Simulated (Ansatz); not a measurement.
## Bi2Se3 (Guanajuatite): band gap by G0W0 on r2SCAN

Aim: the quasiparticle gap of Bi2Se3 (Guanajuatite), starting from r2SCAN.

Calculated with Ansatz 0.2.0; r2SCAN, then G0W0 on it, plane waves, PAW.

### Step 1. The starting structure

It takes space group Pnma (No. 62, orthorhombic). The conventional cell has a = 11.830 Å, b = 4.090 Å, c = 11.620 Å, α = 90.00°, β = 90.00°, γ = 90.00°. Nearest to Bi lie 7 Se at 2.79 to 3.53 Å. Nearest to Bi lie 7 Se at 2.72 to 3.47 Å. Nearest to Se lie 5 Bi at 2.79 to 3.47 Å. Se has 4 Bi at 2.84 to 3.53 Å nearest. Se has 5 Bi at 2.72 to 3.16 Å nearest. Farther neighbours and most contacts between anions are not listed.

Geometry: measured cell, ions relaxed with r2SCAN. This is not the form that Bi2Se3 usually takes at ambient conditions. The runs that relaxed it are not among those shown. Spin-orbit coupling is left out unless a step names it. The default PAW set here is soft_2. Its files were made with PBE.

### Step 2. Bands along the symmetry lines

Levels along a band path and on the mesh show where this functional puts the band edges.

This step: DFT, r2SCAN, plane waves, PAW.

input.yaml

```yaml
crystal:
  lattice:
    - [11.83, 0.0, 0.0]
    - [0.0, 4.09, 0.0]
    - [0.0, 0.0, 11.62]
  atoms:
    - { symbol: Bi, position: [0.5142425949, 0.25, 0.1715036437] }
    - { symbol: Bi, position: [0.9857574051, 0.75, 0.6715036437] }
    - { symbol: Bi, position: [0.0142425949, 0.25, 0.3284963563] }
    - { symbol: Bi, position: [0.4857574051, 0.75, 0.8284963563] }
    - { symbol: Bi, position: [0.6557159474, 0.75, 0.4614282578] }
    - { symbol: Bi, position: [0.8442840526, 0.25, 0.9614282578] }
    - { symbol: Bi, position: [0.1557159474, 0.75, 0.0385717422] }
    - { symbol: Bi, position: [0.3442840526, 0.25, 0.5385717422] }
    - { symbol: Se, position: [0.6258073908, 0.75, 0.0535723304] }
    - { symbol: Se, position: [0.8741926092, 0.25, 0.5535723304] }
    - { symbol: Se, position: [0.1258073908, 0.75, 0.4464276696] }
    - { symbol: Se, position: [0.3741926092, 0.25, 0.9464276696] }
    - { symbol: Se, position: [0.716869522, 0.25, 0.30268878] }
    - { symbol: Se, position: [0.783130478, 0.75, 0.80268878] }
    - { symbol: Se, position: [0.216869522, 0.25, 0.19731122] }
    - { symbol: Se, position: [0.283130478, 0.75, 0.69731122] }
    - { symbol: Se, position: [0.4454920794, 0.75, 0.3672353527] }
    - { symbol: Se, position: [0.0545079206, 0.25, 0.8672353527] }
    - { symbol: Se, position: [0.9454920794, 0.75, 0.1327646473] }
    - { symbol: Se, position: [0.5545079206, 0.25, 0.6327646473] }
kpoints:
  mp_grid: { grid: [2, 6, 2] }
  band_path:
    path:
      - [[0.0, 0.0, 0.0], [0.5, 0.0, 0.0], [0.5, 0.5, 0.0], [0.0, 0.5, 0.0], [0.0, 0.0, 0.0], [0.0, 0.0, 0.5], [0.5, 0.0, 0.5], [0.5, 0.5, 0.5], [0.0, 0.5, 0.5], [0.0, 0.0, 0.5]]
      - [[0.5, 0.0, 0.0], [0.5, 0.0, 0.5]]
      - [[0.0, 0.5, 0.0], [0.0, 0.5, 0.5]]
      - [[0.5, 0.5, 0.0], [0.5, 0.5, 0.5]]
    npoints: 10
hamiltonian:
  xc: r2scan
scf:
  occupations: { method: fermi_dirac, width: 0.02 }
  n_extra_bands: 10
output:
  eigenvalues: true
```

Launch:

```sh
> ansatz run input.yaml --threads 16 --pin off --max-ram 82944MiB --backend cuda --events-out ev --progress --plain --runs-dir out --devices 1 --max-vram 78GiB
```

Numbers of over 12 decimals in the logs are rounded to 6 here.

Output:

```text
scf.n_extra_bands = 10 over 156 filled bands (N_el = 312.0): the run solves 166 bands
GPUs: using 1 of 1 available (devices: 1).
Engine: ansatz 0.2.0, aarch64-unknown-linux-gnu
Pseudopotentials: kind: paw
Pseudopotential: Bi, paw, valence charge 15, recommended cutoff 500 eV (meta_gga), Bi.paw.azcp
Pseudopotential: Se, paw, valence charge 16, recommended cutoff 500 eV (meta_gga), Se.paw.azcp
Functional definition: r2SCAN
  parameter k0 = 0.174
  parameter k1 = 0.065
  parameter a1 = 4.9479
  exchange = r2scan_x(k0 = k0, k1 = k1, a1 = a1)
  correlation = r2scan_c
[...]
Crystal: 20 atoms, lattice volume = 562.230 Å³
Basis set: ecut = 500 eV, 14299 PW (Γ), exchange–correlation on 360×120×360 points (64 copies of the dense FFT grid, shifted against one another)
Bands: 166, of which v1, the nominal top of the filled ones, is band 156 counted from 1 (155 counted from 0)
Symmetry: 8 space group operations
Space group: Pnma (ITA 62), of the structure as read, at distance tolerance 8.3e-5 Å
k-points: 16 of 24
Non-local potential: Bi, projectors of the file, l = 0: 2, l = 1: 2, l = 2: 2, l = 3: 2
Non-local potential: Se, projectors of the file, l = 0: 2, l = 1: 2, l = 2: 3, l = 3: 1
PAW form: soft (Blöchl's): semilocal exchange-correlation on the pseudo side does not see the compensation charge
PAW frozen core: Bi, regenerated for the run's functional (the file was generated under x = pbe(κ = 0.804, μ = 0.219515), c = pbe(β = 0.066725))
PAW frozen core: Se, regenerated for the run's functional (the file was generated under x = pbe(κ = 0.804, μ = 0.219515), c = pbe(β = 0.066725))
PAW one-centre angular grid: Bi, 590 points (default); XC on 160 Gauss nodes
PAW one-centre angular grid: Se, 590 points (default); XC on 160 Gauss nodes
Initial density: superposition of atomic densities (neutral atoms: chi_scale 0, normalization atom), corrected by the library's trained network
Initial wavefunctions: pseudopotential atomic-orbital guess
[...]
Functional: x = r2scan, c = r2scan; τ floored in thin density (d = 2e-4 eV/Å³)
SCF iter   1: F=—  HF=-165034.089649 eV  |F-HF|=—  |Δ(HF+E_count)|=         —  Δρ=5.00e-3  dr2=2.52e-1  dr2_τ=6.28e-2  ethr=1.77e-3  ⟨swp⟩=6.0  Hψ=10917  notcnv=0
preconditioner: auto → Resta (q_TF=auto, 2.473 Å⁻¹)  ε∞=5.1  [insulator: Δε(μ)=1.383 eV  Ē_g=8.136 eV  σ=0.020 eV  W_gap=1.00  n_scr=150 (ndim 8)  ℏωp=16.6 eV  f_vac=0.034  D(μ)=0.00/eV (n_scr^D=0)  ε∞_Penn≈5.1]
SCF iter   2: F=—  HF=-165034.148592 eV  |F-HF|=—  |Δ(HF+E_count)|=   5.89e-2  Δρ=2.53e-3  dr2=4.87e-2  dr2_τ=1.81e-3  ethr=8.09e-5  ⟨swp⟩=3.1  Hψ=5421  notcnv=0  defer=68
SCF iter   3: F=—  HF=-165034.149456 eV  |F-HF|=—  |Δ(HF+E_count)|=   8.65e-4  Δρ=8.77e-4  dr2=5.09e-3  dr2_τ=1.15e-4  ethr=1.56e-5  ⟨swp⟩=2.0  Hψ=3256  notcnv=0  defer=68
SCF iter   4: F=—  HF=-165034.150757 eV  |F-HF|=—  |Δ(HF+E_count)|=   1.30e-3  Δρ=2.92e-4  dr2=3.69e-4  dr2_τ=8.77e-6  ethr=1.63e-6  ⟨swp⟩=2.0  Hψ=3513  notcnv=0  defer=68
SCF iter   5: F=—  HF=-165034.150314 eV  |F-HF|=—  |Δ(HF+E_count)|=   4.43e-4  Δρ=4.94e-5  dr2=2.58e-5  dr2_τ=3.01e-7  ethr=1.18e-7  ⟨swp⟩=2.0  Hψ=3480  notcnv=0  defer=68
SCF iter   6: F=—  HF=-165034.150978 eV  |F-HF|=—  |Δ(HF+E_count)|=   6.64e-4  Δρ=1.80e-5  dr2=3.16e-6  dr2_τ=9.57e-8  ethr=8.27e-9  ⟨swp⟩=2.0  Hψ=5084  notcnv=0  defer=68
SCF iter   7: F=—  HF=-165034.150977 eV  |F-HF|=—  |Δ(HF+E_count)|=   4.48e-7  Δρ=8.91e-6  dr2=7.63e-7  dr2_τ=3.31e-8  ethr=1.01e-9  ⟨swp⟩=2.0  Hψ=5084  notcnv=0  defer=68
SCF iter   8: F=-165034.150977 eV  HF=-165034.150977 eV  |F-HF|=1.87e-8  |Δ(HF+E_count)|=   1.18e-8  Δρ=2.57e-6  dr2=5.27e-8  dr2_τ=1.24e-9  ethr=3.21e-11  ⟨swp⟩=6.0  Hψ=11131  notcnv=0
SCF 1 converged in 8 iterations: F = -165034.150977 eV  dr2 = 5.27e-8
  greatest PAW one-centre occupation: 1.000 electrons in one spin orbital (limit 2), on the Se atom at site 10 (counted from 0), in its partial waves of l = 2
[...]
NSCF: frozen V_eff on 124 k-points
SCF converged after 8 iterations
Free energy (F): -165034.150977 eV
Harris-Foulkes:  -165034.150977 eV  (|F-HF|=1.87e-8)
Internal energy: -165034.150977 eV  (E = F + TS)
E sigma→0 (E₀):  -165034.150977 eV
Fermi energy:    9.209004 eV
--- Per-component energies (eV) ---
[...]
k-point 2: bands = ["-39.1079", "-39.1079", "-39.1078", "-39.1078", "-39.1024", "-39.1024", "-39.1024", "-39.1024", "-39.1015", "-39.1015", "-39.1015", "-39.1015", "-39.0963", "-39.0963", "-39.0962", "-39.0962", "-39.0854", "-39.0854", "-39.0854", "-39.0854", "-39.0776", "-39.0776", "-39.0776", "-39.0776", "-39.0725", "-39.0725", "-39.0725", "-39.0725", "-39.0677", "-39.0677", "-39.0677", "-39.0677", "-39.0672", "- [...]
  k-point 15: bands = ["-39.1079", "-39.1079", "-39.1079", "-39.1079", "-39.1024", "-39.1024", "-39.1024", "-39.1024", "-39.1014", "-39.1014", "-39.1014", "-39.1014", "-39.0962", "-39.0962", "-39.0962", "-39.0962", "-39.0854", "-39.0854", "-39.0854", "-39.0854", "-39.0776", "-39.0776", "-39.0776", "-39.0776", "-39.0724", "-39.0724", "-39.0724", "-39.0724", "-39.0677", "-39.0677", "-39.0677", "-39.0677", "-39.0672", " [...]
```

Elapsed: 7.2 s, on 1 × NVIDIA GB200 (shared by 2 runs) with 16 threads of Arm Neoverse V2, shared host; peak memory 1.9 GiB; 79 s of CPU time.

The column dr2 measures how far the density is from self-consistency, as an energy; F and HF (Harris–Foulkes) agree once it is small.

This step gave:

```yaml
filled_bands: 156
gap: 1.299 eV
valence_top_at: k = (0.450, 0.000, 0.000)
conduction_bottom_at: k = (0.000, 0.000, 0.150)
least_direct_gap: 1.312 eV
```

Over mesh and path the gap is 1.299 eV, from k = (0.450, 0.000, 0.000) to k = (0.000, 0.000, 0.150). The least direct gap found is 1.312 eV, at k = (0.000, 0.000, 0.200). On the 2×6×2 mesh alone the same run gives 1.334 eV, so that mesh misses an edge of r2SCAN: 1.334 − 1.299 = +0.035 eV.

The electronic bands at the labelled points (eV, zero at the top of the highest nominally filled band):

```tsv
point	band 153	band 154	band 155	band 156	band 157	band 158	band 159	band 160
Γ	-0.30	-0.24	-0.13	-0.12	1.33	1.75	1.82	2.08
halfway	-0.32	-0.31	-0.06	-0.03	1.55	1.55	1.85	1.93
X	-0.29	-0.29	0.00	0.00	1.62	1.62	1.79	1.79
halfway	-0.49	-0.49	-0.42	-0.42	1.41	1.41	2.60	2.60
S	-0.43	-0.43	-0.43	-0.43	2.30	2.30	2.30	2.30
halfway	-0.56	-0.56	-0.41	-0.41	2.10	2.10	2.25	2.25
Y	-0.61	-0.61	-0.40	-0.40	2.04	2.04	2.28	2.28
halfway	-0.48	-0.47	-0.44	-0.17	1.46	1.90	2.22	2.46
Γ	-0.30	-0.24	-0.13	-0.12	1.33	1.75	1.82	2.08
halfway	-0.50	-0.31	-0.20	-0.01	1.32	1.65	2.08	2.22
Z	-0.49	-0.49	-0.17	-0.17	1.51	1.51	2.23	2.23
halfway	-0.43	-0.43	-0.18	-0.18	1.51	1.51	2.27	2.27
U	-0.27	-0.27	-0.25	-0.25	1.52	1.52	2.22	2.22
halfway	-0.36	-0.36	-0.23	-0.23	2.12	2.12	2.17	2.17
R	-0.76	-0.76	-0.76	-0.76	2.07	2.07	2.07	2.07
halfway	-0.71	-0.71	-0.59	-0.59	1.91	1.91	2.17	2.17
T	-0.61	-0.61	-0.47	-0.47	1.81	1.81	2.18	2.18
halfway	-0.48	-0.48	-0.23	-0.23	1.85	1.85	1.94	1.94
Z	-0.49	-0.49	-0.17	-0.17	1.51	1.51	2.23	2.23
jump to X	-0.29	-0.29	0.00	0.00	1.62	1.62	1.79	1.79
halfway	-0.30	-0.30	-0.10	-0.10	1.53	1.53	2.04	2.04
U	-0.27	-0.27	-0.25	-0.25	1.52	1.52	2.22	2.22
jump to Y	-0.61	-0.61	-0.40	-0.40	2.04	2.04	2.28	2.28
halfway	-0.64	-0.64	-0.52	-0.52	1.91	1.91	2.16	2.16
T	-0.61	-0.61	-0.47	-0.47	1.81	1.81	2.18	2.18
jump to S	-0.43	-0.43	-0.43	-0.43	2.30	2.30	2.30	2.30
```

### Step 3. G0W0 on the 2×4×2 mesh

G0W0 replaces the xc potential by a self-energy built once from the orbitals of the start. Levels are corrected in the window of bands that the input names, at points of the mesh.

This step: G0W0 on r2SCAN, plane waves, PAW.

input.yaml, as its differences from that of step 2:

```diff
@@ -27,16 +27,13 @@
 kpoints:
-  mp_grid: { grid: [2, 6, 2] }
-  band_path:
-    path:
-      - [[0.0, 0.0, 0.0], [0.5, 0.0, 0.0], [0.5, 0.5, 0.0], [0.0, 0.5, 0.0], [0.0, 0.0, 0.0], [0.0, 0.0, 0.5], [0.5, 0.0, 0.5], [0.5, 0.5, 0.5], [0.0, 0.5, 0.5], [0.0, 0.0, 0.5]]
-      - [[0.5, 0.0, 0.0], [0.5, 0.0, 0.5]]
-      - [[0.0, 0.5, 0.0], [0.0, 0.5, 0.5]]
-      - [[0.5, 0.5, 0.0], [0.5, 0.5, 0.5]]
-    npoints: 10
+  mp_grid: { grid: [2, 4, 2] }
 hamiltonian:
   xc: r2scan
+  pseudopotentials: { kind: paw, source: ansatz }
 scf:
-  occupations: { method: fermi_dirac, width: 0.02 }
-  n_extra_bands: 10
-output:
-  eigenvalues: true
+  occupations: { method: fixed }
+gw:
+  n_empty_bands: 2829
+  ecut_chi: 170.0
+  qp_bands: [v4, c4]
+  qp_kpoints: band_edges
+  screening: { model: contour_deformation }
```

Output:

```text
GPUs: using 1 of 1 available (devices: 1).
[...]
Crystal: 20 atoms, lattice volume = 562.230 Å³
Basis set: ecut = 820 eV, 30015 PW (Γ), exchange–correlation on 576×192×540 points (64 copies of the dense FFT grid, shifted against one another)
Bands: 226, of which v1, the nominal top of the filled ones, is band 188 counted from 1 (187 counted from 0)
Symmetry: 8 space group operations
[...]
k-points: 12 of 16
[...]
iter 1 solved again at ethr=1.82e-3 eV; its pass at ethr=3.10e-3 eV (dr2=6.85e0 eV) is discarded
[...]
SCF iter   6: F=—  HF=-194430.294461 eV  |F-HF|=—  |Δ(HF+E_count)|=   7.98e-4  Δρ=1.93e-4  dr2=2.77e-4  dr2_τ=1.58e-5  ethr=3.58e-7  ⟨swp⟩=2.0  Hψ=4202  notcnv=0  defer=428
[...]
SCF iter   8: F=—  HF=-194430.294477 eV  |F-HF|=—  |Δ(HF+E_count)|=   1.18e-7  Δρ=2.26e-5  dr2=3.64e-6  dr2_τ=1.10e-7  ethr=8.46e-9  ⟨swp⟩=2.0  Hψ=4396  notcnv=0  defer=378
[...]
SCF iter  10: F=-194430.294479 eV  HF=-194430.294479 eV  |F-HF|=9.63e-9  |Δ(HF+E_count)|=   2.47e-8  Δρ=2.44e-6  dr2=4.79e-8  dr2_τ=3.91e-9  ethr=2.66e-11  ⟨swp⟩=13.1  Hψ=13576  notcnv=0
SCF 1 converged in 10 iterations: F = -194430.294479 eV  dr2 = 4.79e-8
[...]
NSCF: frozen V_eff on 12 k-points
[...]
SCF converged after 10 iterations
[...]
4   192     11.9256    -9.8199    -3.4747   -13.2156  0.7750    11.8467    11.8466  root
     5   185      9.0329   -17.0343     1.5383   -15.1769  0.7429     8.7117     8.7138  root
     5   186      9.0329   -17.0343     1.5383   -15.1769  0.7429     8.7117     8.7138  root
     5   187      9.1800   -16.9931     1.4292   -15.2536  0.7450     8.8678     8.8697  root
     5   188      9.1800   -16.9931     1.4292   -15.2536  0.7450     8.8678     8.8697  root
     5   189     11.4553   -10.0854    -3.3191   -13.3090  0.7792    11.3599    11.3598  root
     5   190     11.4553   -10.0854    -3.3191   -13.3090  0.7792    11.3599    11.3598  root
     5   191     11.8295    -9.8675    -3.4169   -13.2259  0.7758    11.7711    11.7710  root
     5   192     11.8295    -9.8675    -3.4169   -13.2259  0.7758    11.7711    11.7710  root
     6   185      9.3498   -16.8359     1.2859   -15.2379  0.7477     9.0359     9.0378  root
     6   186      9.3498   -16.8359     1.2859   -15.2379  0.7477     9.0359     9.0378  root
     6   187      9.6403   -16.8800     1.1343   -15.4369  0.7511     9.3299     9.3315  root
     6   188      9.6403   -16.8800     1.1343   -15.4369  0.7511     9.3299     9.3315  root
     6   189     11.2706   -10.3954    -3.4014   -13.7018  0.7838    11.1757    11.1755  root
     6   190     11.2706   -10.3954    -3.4014   -13.7018  0.7838    11.1757    11.1755  root
     6   191     11.4413    -9.6787    -3.3793   -12.9691  0.7824    11.3525    11.3524  root
     6   192     11.4413    -9.6787    -3.3793   -12.9691  0.7824    11.3525    11.3524  root
     7   185      9.3777   -16.9778     1.4701   -15.1892  0.7445     9.0572     9.0592  root
     7   186      9.3777   -16.9778     1.4701   -15.1892  0.7445     9.0572     9.0592  root
     7   187      9.3999   -16.8614     1.1504   -15.4060  0.7515     9.0932     9.0948  root
     7   188      9.3999   -16.8614     1.1504   -15.4060  0.7515     9.0932     9.0948  root
     7   189     11.1721   -10.0919    -3.2899   -13.2762  0.7826    11.0666    11.0664  root
     7   190     11.1721   -10.0919    -3.2899   -13.2762  0.7826    11.0666    11.0664  root
     7   191     11.8724    -9.9515    -3.5648   -13.4376  0.7781    11.7937    11.7936  root
     7   192     11.8724    -9.9515    -3.5648   -13.4376  0.7781    11.7937    11.7936  root
     8   185      9.1570   -16.9487     1.5865   -15.0326  0.7408     8.8249     8.8274  root
     8   186      9.1570   -16.9487     1.5865   -15.0326  0.7408     8.8249     8.8274  root
     8   187      9.2249   -16.9807     1.3080   -15.3496  0.7504     8.8998     8.9017  root
     8   188      9.2249   -16.9807     1.3080   -15.3496  0.7504     8.8998     8.9017  root
     8   189     11.0609    -9.6238    -3.2748   -12.8059  0.7841    10.9682    10.9681  root
     8   190     11.0609    -9.6238    -3.2748   -12.8059  0.7841    10.9682    10.9681  root
     8   191     12.2527   -10.0117    -3.5863   -13.5555  0.7710    12.2103    12.2103  root
     8   192     12.2527   -10.0117    -3.5863   -13.5555  0.7710    12.2103    12.2103  root
     9   185      9.2834   -17.0397     1.4433   -15.2739  0.7452     8.9588     8.9609  root
     9   186      9.2834   -17.0397     1.4433   -15.2739  0.7452     8.9588     8.9609  root
     9   187      9.4165   -17.1709     1.2277   -15.6377  0.7502     9.1093     9.1110  root
     9   188      9.4165   -17.1709     1.2277   -15.6377  0.7502     9.1093     9.1110  root
     9   189     11.7724   -10.0493    -3.4240   -13.4110  0.7750    11.7102    11.7102  root
     9   190     11.7724   -10.0493    -3.4240   -13.4110  0.7750    11.7102    11.7102  root
     9   191     11.8232   -10.1080    -3.4878   -13.5310  0.7776    11.7584    11.7583  root
[...]
10   189     11.9522    -9.9645    -3.5139   -13.3944  0.7754    11.8682    11.8681  root
    10   190     11.9522    -9.9645    -3.5139   -13.3944  0.7754    11.8682    11.8681  root
    10   191     11.9522    -9.9645    -3.5139   -13.3944  0.7754    11.8682    11.8681  root
    10   192     11.9522    -9.9645    -3.5139   -13.3944  0.7754    11.8682    11.8681  root
    11   185      8.8889   -16.7693     1.5109   -14.9347  0.7422     8.5628     8.5651  root
    11   186      8.8889   -16.7693     1.5109   -14.9347  0.7422     8.5628     8.5651  root
    11   187      8.8889   -16.7693     1.5109   -14.9347  0.7422     8.5628     8.5651  root
    11   188      8.8889   -16.7693     1.5109   -14.9347  0.7422     8.5628     8.5651  root
    11   189     11.7147    -9.7619    -3.4140   -13.0953  0.7785    11.6342    11.6341  root
    11   190     11.7147    -9.7619    -3.4140   -13.0953  0.7785    11.6342    11.6341  root
    11   191     11.7147    -9.7619    -3.4140   -13.0953  0.7785    11.6342    11.6341  root
    11   192     11.7147    -9.7619    -3.4140   -13.0953  0.7785    11.6342    11.6341  root
```

Wall time 12 min (1 × NVIDIA GB200 (shared by 2 runs) with 16 threads); peak memory 36 GiB; 16 min of CPU time.

Numbers from this step:

```yaml
bands_summed: 3017
rpa_eps_infinity_on_this_mesh_eigenvalues: 11.01, 14.44, 15.75
plane_waves_in_the_screening_matrix: 2813
q_points_in_the_mesh: 16
g0w0_gap_over_the_corrected_points: 1.510 eV
k_of_the_valence_top: -0.5, 0, 0
k_of_the_conduction_bottom: 0, 0, 0
starting_gap_on_the_mesh: 1.338 eV
z_at_the_valence_top: 0.7511
z_at_the_conduction_bottom: 0.7831
least_direct_g0w0_gap_over_the_corrected_points: 1.617 eV
```

Over all 12 irreducible mesh points the G0W0 gap is 1.510 eV, from k = (-0.500, 0.000, 0.000) to k = Γ. The r2SCAN gap of this run on the mesh is 1.338 eV. The two states that bound the G0W0 gap lie that far apart at the start, so the correction of the gap is 1.510 − 1.338 = +0.172 eV. The start of this run differs from the step before in mesh (2×6×2 and 2×4×2), files (soft_2 PAW and hard PAW) and plane-wave cutoff (500 eV and 820 eV).

Labels follow the order of the start: v1 is the top filled band, c1 the lowest empty one; levels that stay degenerate share a row, the window can cut a multiplet, doubted levels are not marked in this list, bands outside the window were not corrected, and the list may be a part of the corrected levels. The levels before and after the correction (eV, zero at the valence-band top of each column):

```tsv
	conduction bottom	valence top
Kohn-Sham	1.34	0.00
G0W0	1.51	0.00
```

```tsv
	level	occupation	energy (eV)
Kohn-Sham	Γ v3	2	-0.242
Kohn-Sham	Γ v2	2	-0.127
Kohn-Sham	Γ v1	2	-0.117
Kohn-Sham	Γ c1	0	1.338
Kohn-Sham	Γ c2	0	1.760
Kohn-Sham	Γ c3	0	1.828
Kohn-Sham	(-0.5 0 0) v3	2	-0.291
Kohn-Sham	(-0.5 0 0) v2-v1	2	0.000
Kohn-Sham	(-0.5 0 0) c1-c2	0	1.630
Kohn-Sham	(-0.5 0 0) c3	0	1.801
G0W0	Γ v3	2	-0.239
G0W0	Γ v2	2	-0.125
G0W0	Γ v1	2	-0.107
G0W0	Γ c1	0	1.510
G0W0	Γ c2	0	1.977
G0W0	Γ c3	0	2.051
G0W0	(-0.5 0 0) v3	2	-0.294
G0W0	(-0.5 0 0) v2-v1	2	0.000
G0W0	(-0.5 0 0) c1-c2	0	1.844
G0W0	(-0.5 0 0) c3	0	2.021
```

The parts of the quasiparticle energy for the two states that bound the G0W0 gap, in eV on the run's own scale (QP = start + Σx + Σc − Vxc, with Σc at the quasiparticle energy):

```tsv
edge	k	band	start	Σx	Σc	Vxc	Z	QP
valence top	(-0.500, 0.000, 0.000)	187	9.640	−16.880	1.134	−15.437	0.751	9.332
conduction bottom	Γ	189	10.979	−10.304	−3.020	−13.187	0.783	10.841
```

[end of part 1 of 2]

[Paths, hosts, dates, memory and timing lines, banners, echoed tables and standing remarks are left out of the program output.]

[Logs are printed without paths, hosts, clocks, repeated set-up lines and the standing remarks that a program may print on its own settings, such as how far it seeks lower states.]

[Runs of the session that timed out or met a known fault of the program may be left out.]

[Cells called generated may have been cut or substituted from an entry of the Crystallography Open Database or the Materials Project.]

[Hosts, paths, dates, database ids (printed as entryN), source tags and the programs' standing remarks are cut or masked in the printed files.]

[Where an RPA ε∞ is given, it is that of the G0W0 mesh and is not shown converged in it. Names of k-points follow the symmetry that the program found, which can be lower than the space group named. Band edges on a path are those of the sampled points; other points can move an edge, and change direct to indirect where valleys lie close.]

[Hybrid gaps are those of their k-mesh and are not shown converged in it.]
